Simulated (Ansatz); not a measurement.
# H on Nb(110): change of the work function, part 3 of 4

Aim: the work function of Nb(110) at several coverages of H (hollow site), and the dipole that each adsorbate carries.

Ansatz 0.2.0; plane-wave DFT, PBE, Ansatz PAW.

So far, work function, upper face (eV): step 2 (the clean slab) 4.49; step 3 (37 atoms, coverage 0.111 ML, cell 3x3) 4.48.

## Step 4: The covered slab, k-mesh 6×6×1, coverage 0.25 ML

System of this step: Nb16H (H/Nb(110)). The cell holds 17 atoms: 16 Nb and 1 H. Its edges and angles: a = 5.716 Å, b = 5.716 Å, c = 26.178 Å, α = 90.0°, β = 90.0°, γ = 70.5°. Vacuum lies along c.

Another coverage, to see how the dipoles act on each other as their distance changes.

The input, input.yaml:

```yaml
crystal:
  lattice:
    - [4.6669047558, -3.3, 0.0]
    - [4.6669047558, 3.3, 0.0]
    - [0.0, 0.0, 26.1780093362]
  atoms:
    - { symbol: Nb, position: [0.0, 0.0, 0.3438000149] }
    - { symbol: Nb, position: [0.25, 0.25, 0.4329378996] }
    - { symbol: Nb, position: [0.0, 0.0, 0.5231902554] }
    - { symbol: Nb, position: [0.25, 0.25, 0.60916115] }
    - { symbol: Nb, position: [0.0, 0.5, 0.3438000149] }
    - { symbol: Nb, position: [0.25, 0.75, 0.4329378996] }
    - { symbol: Nb, position: [0.0, 0.5, 0.5231902554] }
    - { symbol: Nb, position: [0.25, 0.75, 0.60916115] }
    - { symbol: Nb, position: [0.5, 0.0, 0.3438000149] }
    - { symbol: Nb, position: [0.75, 0.25, 0.4329378996] }
    - { symbol: Nb, position: [0.5, 0.0, 0.5231902554] }
    - { symbol: Nb, position: [0.75, 0.25, 0.60916115] }
    - { symbol: Nb, position: [0.5, 0.5, 0.3438000149] }
    - { symbol: Nb, position: [0.75, 0.75, 0.4329378996] }
    - { symbol: Nb, position: [0.5, 0.5, 0.5231902554] }
    - { symbol: Nb, position: [0.75, 0.75, 0.60916115] }
    - { symbol: H, position: [0.42, 0.42, 0.6561999851] }
kpoints:
  mp_grid: { grid: [6, 6, 1] }
hamiltonian:
  xc: pbe
scf:
  occupations: { method: fermi_dirac, width: 0.1 }
  convergence: { dr2_threshold: 1.0e-08 }
efield:
  axis: 3
  dipole_correction: true
  ramp_position: 0.97
  ramp_width: 0.06
relax:
  f_tol: 0.02
  max_steps: 60
  constraints: [{ sites: [0, 1, 4, 5, 8, 9, 12, 13] }]
output:
  dos: { projected: true, e_range: [-8, 4] }
  write_potential: true
  write_density: true
  volumetric_format: npy
  elf: true
```

On the command line:

```
$ ansatz run input.yaml --threads 4 --pin off --max-ram 16384MiB --backend cpu --events-out ev --progress --plain --runs-dir out
```

What it wrote:

```text
[...]
Crystal: 17 atoms, lattice volume = 806.324 Å³
Basis set: ecut = 420 eV, 15747 PW (Γ), exchange–correlation on 80×80×360 points (8 copies of the dense FFT grid, shifted against one another)
Bands: 126, of which v1, the nominal top of the filled ones, is band 105 counted from 1 (104 counted from 0)
Symmetry: 2 space group operations
[...]
k-points: 13 of 36 (time reversal used)
[...]
SCF iter   1: F=—  HF=-72845.984374 eV  |F-HF|=—  |Δ(HF+E_count)|=         —  Δρ=9.78e-3  dr2=1.31e1  ethr=1.77e-3  p=0.002 e·Å  D=3.93e-4 V/Å  ΔV_dip=-0.01 eV  dr2_dipole=5.30e-2  V_vac-E_F(+/−)=4.84/4.85 eV  ⟨swp⟩=9.5  Hψ=7759  notcnv=0  defer=1
[...]
SCF iter   9: F=-72845.558808 eV  HF=-72845.558808 eV  |F-HF|=1.02e-8  |Δ(HF+E_count)|=   4.71e-8  Δρ=4.91e-7  dr2=3.48e-9  ethr=4.78e-12  p=0.013 e·Å  D=2.88e-3 V/Å  ΔV_dip=-0.08 eV  dr2_dipole=6.78e-12  V_vac-E_F(+/−)=4.45/4.53 eV  ⟨swp⟩=13.2  Hψ=11998  notcnv=0
SCF 1 converged in 9 iterations: F = -72845.558808 eV  dr2 = 3.48e-9
[...]
relax step   1: F+E_penalty+E_count = -72845.55880792 eV  Δ(F+E_penalty+E_count) = +0.000e0 eV  max|allowed force component| = 5.001e-1 eV/Å  Δτ_max = 0.0000 Å  (9 SCF iters, accepted)
[...]
SCF iter   9: F=-72845.586470 eV  HF=-72845.586470 eV  |F-HF|=1.48e-8  |Δ(HF+E_count)|=   1.19e-7  Δρ=7.15e-7  dr2=7.34e-9  ethr=4.78e-12  p=0.020 e·Å  D=4.57e-3 V/Å  ΔV_dip=-0.12 eV  dr2_dipole=1.76e-11  V_vac-E_F(+/−)=4.41/4.53 eV  ⟨swp⟩=9.3  Hψ=12730  notcnv=0
SCF 2 converged in 9 iterations: F = -72845.586470 eV  dr2 = 7.34e-9
relax step   2: F+E_penalty+E_count = -72845.58646986 eV  Δ(F+E_penalty+E_count) = -2.766e-2 eV  max|allowed force component| = 5.610e-1 eV/Å  Δτ_max = 0.1949 Å  (9 SCF iters, accepted)
SCF iter   1: F=—  HF=-72845.667273 eV  |F-HF|=—  |Δ(HF+E_count)|=         —  Δρ=3.92e-3  dr2=2.40e-1  ethr=7.68e-4  p=0.020 e·Å  D=4.57e-3 V/Å  ΔV_dip=-0.12 eV  dr2_dipole=5.16e-3  V_vac-E_F(+/−)=4.42/4.54 eV  ⟨swp⟩=4.8  Hψ=3246  notcnv=0
[...]
SCF iter   9: F=-72845.642381 eV  HF=-72845.642381 eV  |F-HF|=1.96e-8  |Δ(HF+E_count)|=   4.92e-8  Δρ=7.33e-7  dr2=5.89e-9  ethr=4.78e-12  p=0.019 e·Å  D=4.17e-3 V/Å  ΔV_dip=-0.11 eV  dr2_dipole=5.59e-11  V_vac-E_F(+/−)=4.42/4.53 eV  ⟨swp⟩=12.1  Hψ=12477  notcnv=0
SCF 3 converged in 9 iterations: F = -72845.642381 eV  dr2 = 5.89e-9
relax step   3: F+E_penalty+E_count = -72845.64238073 eV  Δ(F+E_penalty+E_count) = -5.591e-2 eV  max|allowed force component| = 8.860e-2 eV/Å  Δτ_max = 0.0963 Å  (9 SCF iters, accepted)
[...]
relax step   4: F+E_penalty+E_count = -72845.64812606 eV  Δ(F+E_penalty+E_count) = -5.745e-3 eV  max|allowed force component| = 5.771e-2 eV/Å  Δτ_max = 0.0415 Å  (8 SCF iters, accepted)
[...]
relax step   5: F+E_penalty+E_count = -72845.64885724 eV  Δ(F+E_penalty+E_count) = -7.312e-4 eV  max|allowed force component| = 3.495e-2 eV/Å  Δτ_max = 0.0187 Å  (7 SCF iters, accepted)
SCF iter   1: F=—  HF=-72845.649612 eV  |F-HF|=—  |Δ(HF+E_count)|=         —  Δρ=2.27e-4  dr2=1.02e-3  ethr=2.61e-6  p=0.019 e·Å  D=4.16e-3 V/Å  ΔV_dip=-0.11 eV  dr2_dipole=1.27e-4  V_vac-E_F(+/−)=4.42/4.53 eV  ⟨swp⟩=2.0  Hψ=2580  notcnv=0
[...]
SCF iter   7: F=-72845.649010 eV  HF=-72845.649010 eV  |F-HF|=7.31e-9  |Δ(HF+E_count)|=   1.43e-8  Δρ=2.68e-7  dr2=9.75e-10  ethr=4.78e-12  p=0.019 e·Å  D=4.18e-3 V/Å  ΔV_dip=-0.11 eV  dr2_dipole=1.91e-13  V_vac-E_F(+/−)=4.42/4.53 eV  ⟨swp⟩=10.3  Hψ=11307  notcnv=0
SCF 6 converged in 7 iterations: F = -72845.649010 eV  dr2 = 9.75e-10
relax step   6: F+E_penalty+E_count = -72845.64901016 eV  Δ(F+E_penalty+E_count) = -1.529e-4 eV  max|allowed force component| = 1.730e-2 eV/Å  Δτ_max = 0.0064 Å  (7 SCF iters, accepted)
[...]
SCF converged after 7 iterations
Free energy (F): -72845.649010 eV
[...]
Internal energy: -72844.958752 eV  (E = F + TS)
E sigma→0 (E₀):  -72845.303881 eV
Entropy (-TS):   -0.690258 eV (-40.603 meV/atom)
Fermi energy:    3.667530 eV
Dipole field:    D = 0.004185 V/Å  (p = 0.018647 e·Å, saw-weighted, corrected)
Work function:   Φ+ = 4.4175 eV   Φ− = 4.5270 eV
[...]
--- Forces (eV/Å), atoms counted from 1 ---
  atom   1  Nb    -0.00592876    -0.00000000     0.30778345
  atom   2  Nb    -0.02775322    -0.00000000    -0.28517617
  atom   3  Nb    -0.00381095    -0.00000000    -0.00206851
  atom   4  Nb    -0.01221348     0.00000000    -0.00106985
  atom   5  Nb     0.00826554    -0.00815382     0.31999136
  atom   6  Nb     0.00335391    -0.08244080    -0.37121855
  atom   7  Nb    -0.00185885     0.00045810     0.00010662
  atom   8  Nb    -0.00021031     0.00841815    -0.00106940
  atom   9  Nb     0.00826554     0.00815382     0.31999136
  atom  10  Nb     0.00335391     0.08244080    -0.37121855
  atom  11  Nb    -0.00185885    -0.00045810     0.00010662
  atom  12  Nb    -0.00021031    -0.00841815    -0.00106940
  atom  13  Nb     0.00670285     0.00000000     0.38705011
  atom  14  Nb     0.00281478     0.00000000    -0.30564565
  atom  15  Nb     0.00475908    -0.00000000     0.00244520
  atom  16  Nb     0.01730299     0.00000000     0.00152272
  atom  17  H     -0.00097982    -0.00000000    -0.00046476
  max |Σ_I F_I| component: 5.93e-6 eV/Å
--- Band table (eV; the first three rows and the last of 13) ---
  k-point 0: bands = [... 101 lower, 3.8407, 3.8440, 3.8514, 4.1400, 4.3252, 4.5922, 5.1898, 5.3034, ... 17 higher]
  k-point 1: bands = [... 101 lower, 3.6563, 3.7357, 3.8795, 3.9439, 4.2605, 4.4052, 4.6817, 4.8287, ... 17 higher]
  k-point 2: bands = [... 101 lower, 3.3896, 3.4239, 3.4623, 3.5863, 3.8068, 3.9809, 4.0092, 4.0722, ... 17 higher]
  k-point 12: bands = [... 101 lower, 3.6558, 3.7437, 3.7499, 3.7629, 3.7770, 3.8392, 3.8431, 3.8653, ... 17 higher]
--- Relaxed structure (6 steps of the walk, 6 accepted, 0 SCFs on fresh bases) ---
  F+E_penalty+E_count = -72845.64901016 eV   max|allowed force component| = 1.730e-2 eV/Å
  atoms:
    - { symbol: Nb, position: [0.0, 0.0, 0.3438000149] }
    - { symbol: Nb, position: [0.250000, 0.250000, 0.432938] }
    - { symbol: Nb, position: [9.195178e-5, 9.195178e-5, 0.521678] }
    - { symbol: Nb, position: [0.248764, 0.248764, 0.609240] }
    - { symbol: Nb, position: [-2.775558e-17, 0.5, 0.3438000149] }
    - { symbol: Nb, position: [0.250000, 0.750000, 0.432938] }
    - { symbol: Nb, position: [0.000300347, 0.500055, 0.523155] }
    - { symbol: Nb, position: [0.250139, 0.748839, 0.610620] }
    - { symbol: Nb, position: [0.5, -2.775558e-17, 0.3438000149] }
    - { symbol: Nb, position: [0.750000, 0.250000, 0.432938] }
    - { symbol: Nb, position: [0.500055, 0.000300347, 0.523155] }
    - { symbol: Nb, position: [0.748839, 0.250139, 0.610620] }
    - { symbol: Nb, position: [0.500000, 0.500000, 0.3438000149] }
    - { symbol: Nb, position: [0.750000, 0.750000, 0.432938] }
    - { symbol: Nb, position: [0.500278, 0.500278, 0.523884] }
    - { symbol: Nb, position: [0.755652, 0.755652, 0.608714] }
    - { symbol: H, position: [0.434905, 0.434905, 0.651194] }
```

The job ended after 4.5 min (4 threads of Arm Neoverse V1, shared host; peak memory 2.8 GiB; 17 min of CPU time).

Relaxation path:

| step | energy less that of the first step (eV) | largest force component (eV/Å) |
| --- | --- | --- |
| 1 | 0.0000 | 0.5001 |
| 2 | -0.0277 | 0.5610 |
| 3 | -0.0836 | 0.0886 |
| 4 | -0.0893 | 0.0577 |
| 5 | -0.0900 | 0.0349 |
| 6 | -0.0902 | 0.0173 |

Forces are held to the 2 operations that the program found; a distortion that breaks them can't arise in this run.

The atoms that moved most (Å):

| atom | dx | dy | dz | length |
| --- | --- | --- | --- | --- |
| H17 | 0.139 | 0.000 | -0.131 | 0.191 |
| Nb16 | 0.053 | 0.000 | -0.012 | 0.054 |
| Nb3 | 0.001 | 0.000 | -0.040 | 0.040 |
| Nb8 | -0.005 | -0.004 | 0.038 | 0.039 |
| Nb12 | -0.005 | 0.004 | 0.038 | 0.039 |
| Nb15 | 0.003 | 0.000 | 0.018 | 0.018 |
| Nb4 | -0.012 | 0.000 | 0.002 | 0.012 |

The relaxed structure:

```
Nb H
1.0
     4.66690   -3.30000    0.00000
     4.66690    3.30000    0.00000
     0.00000    0.00000   26.17801
Nb H
16 1
Direct
  0.00000 0.00000 0.34380
  0.25000 0.25000 0.43294
  0.00009 0.00009 0.52168
  0.24876 0.24876 0.60924
  0.00000 0.50000 0.34380
  0.25000 0.75000 0.43294
  0.00030 0.50005 0.52315
  0.25014 0.74884 0.61062
  0.50000 0.00000 0.34380
  0.75000 0.25000 0.43294
  0.50005 0.00030 0.52315
  0.74884 0.25014 0.61062
  0.50000 0.50000 0.34380
  0.75000 0.75000 0.43294
  0.50028 0.50028 0.52388
  0.75565 0.75565 0.60871
  0.43490 0.43490 0.65119
```

Numbers from this step:

| Item | Value |
| --- | --- |
| energy at zero smearing | -72845.3039 eV |
| work function, upper face | 4.417 eV |
| work function, lower face | 4.527 eV |
| dipole along the normal | 0.01865 e·Å |
| step between the vacuum levels | -0.1095 eV |

The density of states has structure finer than the step of the table below, so its rows give means over 0.25 eV. Peaks (eV: height): -1.530: 41.6, -1.440: 32.4, -1.320: 37.1, -1.200: 32.5, -0.960: 30.9, -0.720: 28.2, -0.480: 31.2.

Density of states against energy, zero at the Fermi level; means over each step:

energy (eV), density of states (states/eV a cell) and a bar:
```
    -6.25        0.0 
    -6.00        0.2 
    -5.75        1.4 #
    -5.50        2.1 ##
    -5.25        4.5 ####
    -5.00        1.3 #
    -4.75        1.2 #
    -4.50        1.3 #
    -4.25        2.2 ##
    -4.00        2.8 ###
    -3.75        3.7 ####
    -3.50        8.4 ########
    -3.25       17.4 #################
    -3.00       16.2 ################
    -2.75       21.9 #####################
    -2.50       23.4 #######################
    -2.25       18.5 ##################
    -2.00       14.6 ##############
    -1.75       11.8 ###########
    -1.50       31.1 ##############################
    -1.25       30.2 #############################
    -1.00       22.7 ######################
    -0.75       21.7 #####################
    -0.50       28.5 ###########################
    -0.25       26.0 #########################
     0.00       21.4 #####################
     0.25       17.3 #################
     0.50       12.5 ############
     0.75       12.6 ############
     1.00       12.6 ############
     1.25       13.6 #############
```

Projected DOS per atom over height of the atomic layer and energy from the Fermi level. Layers: Nb4 Nb4 Nb4 Nb4 H from below.

Values in states/eV, 22 rows by 5 columns, each cell a mean:
```
1.03 0.59 0.56 1.05 0.04
0.91 0.56 0.55 0.90 0.04
1.17 0.54 0.54 0.99 0.05
1.50 1.19 1.11 1.57 0.05
2.26 1.44 1.40 1.70 0.06
1.58 1.11 1.11 1.69 0.11
1.90 1.95 1.81 1.71 0.05
0.90 1.09 1.25 1.01 0.11
1.08 0.98 1.01 1.11 0.08
1.41 1.55 1.49 1.32 0.05
0.77 1.29 1.27 0.78 0.05
0.48 0.79 0.86 0.50 0.04
0.19 0.19 0.24 0.13 0.07
0.10 0.15 0.14 0.05 0.06
0.06 0.12 0.07 0.03 0.08
0.03 0.07 0.06 0.36 1.25
0.00 0.01 0.05 0.22 0.53
0.00 0.00 0.01 0.02 0.05
0.00 0.00 0.00 0.00 0.00
0.00 0.00 0.00 0.00 0.00
0.00 0.00 0.00 0.00 0.00
0.00 0.00 0.00 0.00 0.00
```
Columns: height of the atomic layer (Å) from 9 to 17.0 (not evenly spaced); rows upwards: energy from the Fermi level (eV) from -7.96 to 1.45.

Electrostatic potential energy in the ca plane at fractional y = 0.000, with atoms of Nb within 0.2 Å of it. With pseudopotentials it is smooth inside the atoms' cores, unlike the true potential.

Ten even steps from '0' (-67 eV) to '9' (8 eV), each cell a mean:
```
10027999999851003799999999999999999999999999
53368999999975336899999999999999999999999999
87789999999998788999999999999999999999999999
98999999999999899999989999999999999999999999
87789999999998778999999999999999999999999999
53358999999985336899999999999999999999999999
20027999999861002799999999999999999999999999
10016999999851002799999999999999999999999999
31147999999973114899999999999999999999999999
75678999999987567999999999999999999999999999
88899999999999889999999999999999999999999999
88899999999999889999999999999999999999999999
75678999999987567999999999999999999999999999
31147999999863014899999999999999999999999999
10016999999850002799999999999999999999999999
```
Columns run along c (16.0 Å, from fractional 0.33 to 0.94 of the cell; values clipped at the 3rd and 97th percentile), rows up along a (5.7 Å). Atoms in or near the plane, at fractional coordinates: Nb at (0.34, 0.00), Nb at (0.52, 0.00), Nb at (0.34, 0.50), Nb at (0.52, 0.50).

Valence density in the ca plane at fractional y = 0.000, with atoms of Nb within 0.2 Å of it. It is the smooth field of the valence electrons, not physical close to the nuclei.

Values in e/Å³, 8 rows by 16 columns, each cell a mean:
```
3.4 1.4 0.2 0.2 1.1 3.5 0.5 0.2 0.1 0.0 0.0 0.0 0.0 0.0 0.0 0.0
0.5 0.3 0.2 0.3 0.3 0.5 0.2 0.3 0.2 0.0 0.0 0.0 0.0 0.0 0.0 0.0
0.9 0.4 0.2 0.2 0.3 0.9 0.3 0.3 0.2 0.0 0.0 0.0 0.0 0.0 0.0 0.0
4.2 1.8 0.2 0.2 1.3 4.4 0.7 0.2 0.1 0.0 0.0 0.0 0.0 0.0 0.0 0.0
3.4 1.4 0.2 0.2 1.0 3.6 0.6 0.2 0.1 0.0 0.0 0.0 0.0 0.0 0.0 0.0
0.5 0.3 0.2 0.3 0.3 0.5 0.2 0.3 0.2 0.0 0.0 0.0 0.0 0.0 0.0 0.0
0.9 0.4 0.2 0.3 0.4 0.9 0.3 0.3 0.2 0.0 0.0 0.0 0.0 0.0 0.0 0.0
4.1 1.8 0.2 0.2 1.5 4.3 0.6 0.2 0.1 0.0 0.0 0.0 0.0 0.0 0.0 0.0
```
Columns run along c (16.0 Å, from fractional 0.33 to 0.94 of the cell), rows up along a (5.7 Å). Atoms in or near the plane, at fractional coordinates: Nb at (0.34, 0.00), Nb at (0.52, 0.00), Nb at (0.34, 0.50), Nb at (0.52, 0.50).

ELF in the ca plane at fractional y = 0.000, with atoms of Nb within 0.2 Å of it. It is the smooth field of the valence electrons, not physical close to the nuclei.

Ten even steps from '0' (0.00) to '9' (0.76), each cell a mean:
```
97794465455269788346545677532100000000000000
79963454345337985245434566431000000000000000
34434543345533332455333454421000000000000000
33345643345653334564333444321000000000000000
34434543345533432454333454321000000000000000
79863454345336985244334555421000000000000000
97794465455359779435445666431000000000000000
94595465455269459435545676531000000000000000
99983454345348997345434565421000000000000000
46643553345434663344333454321000000000000000
33335643345653333564333444321000000000000000
33335643345643333565433444321000000000000000
46643553345424663355434555421000000000000000
99983454345349997346545666531000000000000000
94595465455379369446655777642100000000000000
```
Columns run along c (16.0 Å, from fractional 0.33 to 0.94 of the cell), rows up along a (5.7 Å). Atoms in or near the plane, at fractional coordinates: Nb at (0.34, 0.00), Nb at (0.52, 0.00), Nb at (0.34, 0.50), Nb at (0.52, 0.50).

The relaxation took 6 steps and lowered the energy by 0.090 eV; the largest force on the free atoms ends at 0.017 eV/Å.

By hand: a sheet of dipoles makes a step −p/(ε₀A) in the electron's potential. With e/ε₀ = 180.95 V·Å, p = 0.01865 e·Å and A = 30.80 Å², that is −180.95 × (0.01865) / 30.80 = -0.110 eV, and the two vacuum levels of the run differ by -0.110 eV.

The covered face has 4.42 eV, -0.07 eV against the clean one; the bare back face has moved by -0.00 eV, a measure of how thin the slab is.

## Step 5: The covered slab, k-mesh 6×6×1, coverage 0.5 ML

System of this step: Nb8H (H/Nb(110)). The cell holds 18 atoms: 16 Nb and 2 H. Cell: a = 5.716 Å, b = 5.716 Å, c = 26.178 Å, α = 90.0°, β = 90.0°, γ = 70.5°. Vacuum lies along c.

Another coverage, to see how the dipoles act on each other as their distance changes.

Edit input.yaml of step 4 so:

```diff
@@ -23,2 +23,3 @@
     - { symbol: H, position: [0.42, 0.42, 0.6561999851] }
+    - { symbol: H, position: [0.92, 0.42, 0.6561999851] }
 kpoints:
```

What it wrote:

```text
[...]
Crystal: 18 atoms, lattice volume = 806.324 Å³
Basis set: ecut = 420 eV, 15747 PW (Γ), exchange–correlation on 80×80×360 points (8 copies of the dense FFT grid, shifted against one another)
Bands: 126, of which v1, the nominal top of the filled ones, is band 105 counted from 1 (104 counted from 0)
Symmetry: 2 space group operations
[...]
- { symbol: Nb, position: [0.500000, 0.500000, 0.3438000149] }
    - { symbol: Nb, position: [0.750000, 0.750000, 0.432938] }
    - { symbol: Nb, position: [0.500750, 0.500248, 0.523696] }
    - { symbol: Nb, position: [0.754580, 0.753137, 0.610318] }
    - { symbol: H, position: [0.437191, 0.434619, 0.650414] }
    - { symbol: H, position: [0.937191, 0.434619, 0.650414] }
[key lines of the parts left out:]
SCF converged after 6 iterations
Free energy (F): -72862.382031 eV
Fermi energy:    3.683916 eV
Dipole field:    D = 0.004580 V/Å  (p = 0.020408 e·Å, saw-weighted, corrected)
Work function:   Φ+ = 4.4099 eV   Φ− = 4.5297 eV
```

It took 5.8 min on 4 threads; peak memory 3.2 GiB.

Step by step:

| step | energy less that of the first step (eV) | largest force component (eV/Å) |
| --- | --- | --- |
| 1 | 0.0000 | 0.4814 |
| 2 | -0.1083 | 0.3559 |
| 3 | -0.1578 | 0.1137 |
| 4 | -0.1676 | 0.0283 |
| 5 | -0.1678 | 0.0051 |

Forces are held to the 2 operations that the program found; a distortion that breaks them can't arise in this run.

The atoms that moved most (Å):

| atom | dx | dy | dz | length |
| --- | --- | --- | --- | --- |
| H18 | 0.148 | -0.008 | -0.151 | 0.212 |
| H17 | 0.148 | -0.008 | -0.151 | 0.212 |
| Nb8 | 0.036 | -0.005 | 0.030 | 0.047 |
| Nb16 | 0.036 | -0.005 | 0.030 | 0.047 |
| Nb3 | 0.003 | -0.002 | -0.034 | 0.034 |
| Nb11 | 0.003 | -0.002 | -0.034 | 0.034 |
| Nb12 | -0.004 | 0.003 | 0.031 | 0.032 |
| Nb4 | -0.004 | 0.003 | 0.031 | 0.032 |

The relaxed structure:

```xyz
18
Lattice="4.6669 -3.3000 0.0000 4.6669 3.3000 0.0000 0.0000 0.0000 26.1780" Properties=species:S:1:pos:R:3
Nb    0.0000    0.0000    9.0000
Nb    2.3335    0.0000   11.3335
Nb    0.0029   -0.0019   13.6625
Nb    2.3290    0.0029   15.9777
Nb    2.3335    1.6500    9.0000
Nb    4.6669    1.6500   11.3335
Nb    2.3381    1.6483   13.7093
Nb    4.7029    1.6452   15.9769
Nb    2.3335   -1.6500    9.0000
Nb    4.6669   -1.6500   11.3335
Nb    2.3364   -1.6519   13.6625
Nb    4.6624   -1.6471   15.9777
Nb    4.6669    0.0000    9.0000
Nb    7.0004    0.0000   11.3335
Nb    4.6716   -0.0017   13.7093
Nb    7.0364   -0.0048   15.9769
H     4.0687   -0.0085   17.0266
H     6.4021   -1.6585   17.0266
```

The density of states has structure finer than the step of the table below, so its rows give means over 0.2 eV. Peaks (eV: height): -2.32: 24.8, -1.50: 46.0, -1.38: 40.7, -1.32: 40.6, -1.02: 36.6, -0.57: 32.5, 1.05: 22.0.

Density of states against energy, zero at the Fermi level; means over each step:

| energy (eV) | density of states (states/eV a cell) |
| --- | --- |
| -6.4 | 0 |
| -6.2 | 0.846 |
| -6.0 | 1.40 |
| -5.8 | 1.87 |
| -5.6 | 2.53 |
| -5.4 | 2.47 |
| -5.2 | 5.06 |
| -5.0 | 6.05 |
| -4.8 | 2.78 |
| -4.6 | 1.22 |
| -4.4 | 1.30 |
| -4.2 | 1.85 |
| -4.0 | 2.68 |
| -3.8 | 3.17 |
| -3.6 | 4.04 |
| -3.4 | 12.5 |
| -3.2 | 17.4 |
| -3.0 | 15.0 |
| -2.8 | 20.1 |
| -2.6 | 22.8 |
| -2.4 | 22.5 |
| -2.2 | 16.0 |
| -2.0 | 15.1 |
| -1.8 | 15.9 |
| -1.6 | 21.3 |
| -1.4 | 34.2 |
| -1.2 | 25.5 |
| -1.0 | 27.1 |
| -0.8 | 18.3 |
| -0.6 | 27.2 |
| -0.4 | 29.1 |
| -0.2 | 24.9 |
| 0.0 | 20.9 |
| 0.2 | 18.0 |
| 0.4 | 12.2 |
| 0.6 | 13.1 |
| 0.8 | 11.4 |
| 1.0 | 14.0 |
| 1.2 | 13.2 |

The relaxation took 5 steps and lowered the energy by 0.17 eV; the largest force on the free atoms ends at 0.0051 eV/Å.

The covered face has 4.41 eV, -0.08 eV against the clean one; the bare back face has moved by +0.00 eV, a measure of how thin the slab is.

[end of part 3 of 4]

[Long decimals in the printed logs are rounded to 6 places.]

[Logs are printed without paths, hosts, clocks, repeated set-up lines and the standing remarks that a program may print on its own settings, such as how far it seeks lower states.]

[Hosts, paths, dates, database ids (printed as entryN), source tags and the programs' standing remarks are cut or masked in the printed files.]

[Maps of the electrostatic potential energy from Ansatz leave out the sawtooth potential of an applied field or a dipole correction, so their vacuum need not be flat; planar profiles and work functions include it.]

[The density of states shown here was stored with 400 of the rows of the run's finer table, so its peaks can read low, often by over a quarter, or be missed, and its means over a window can be off by a tenth or more.]
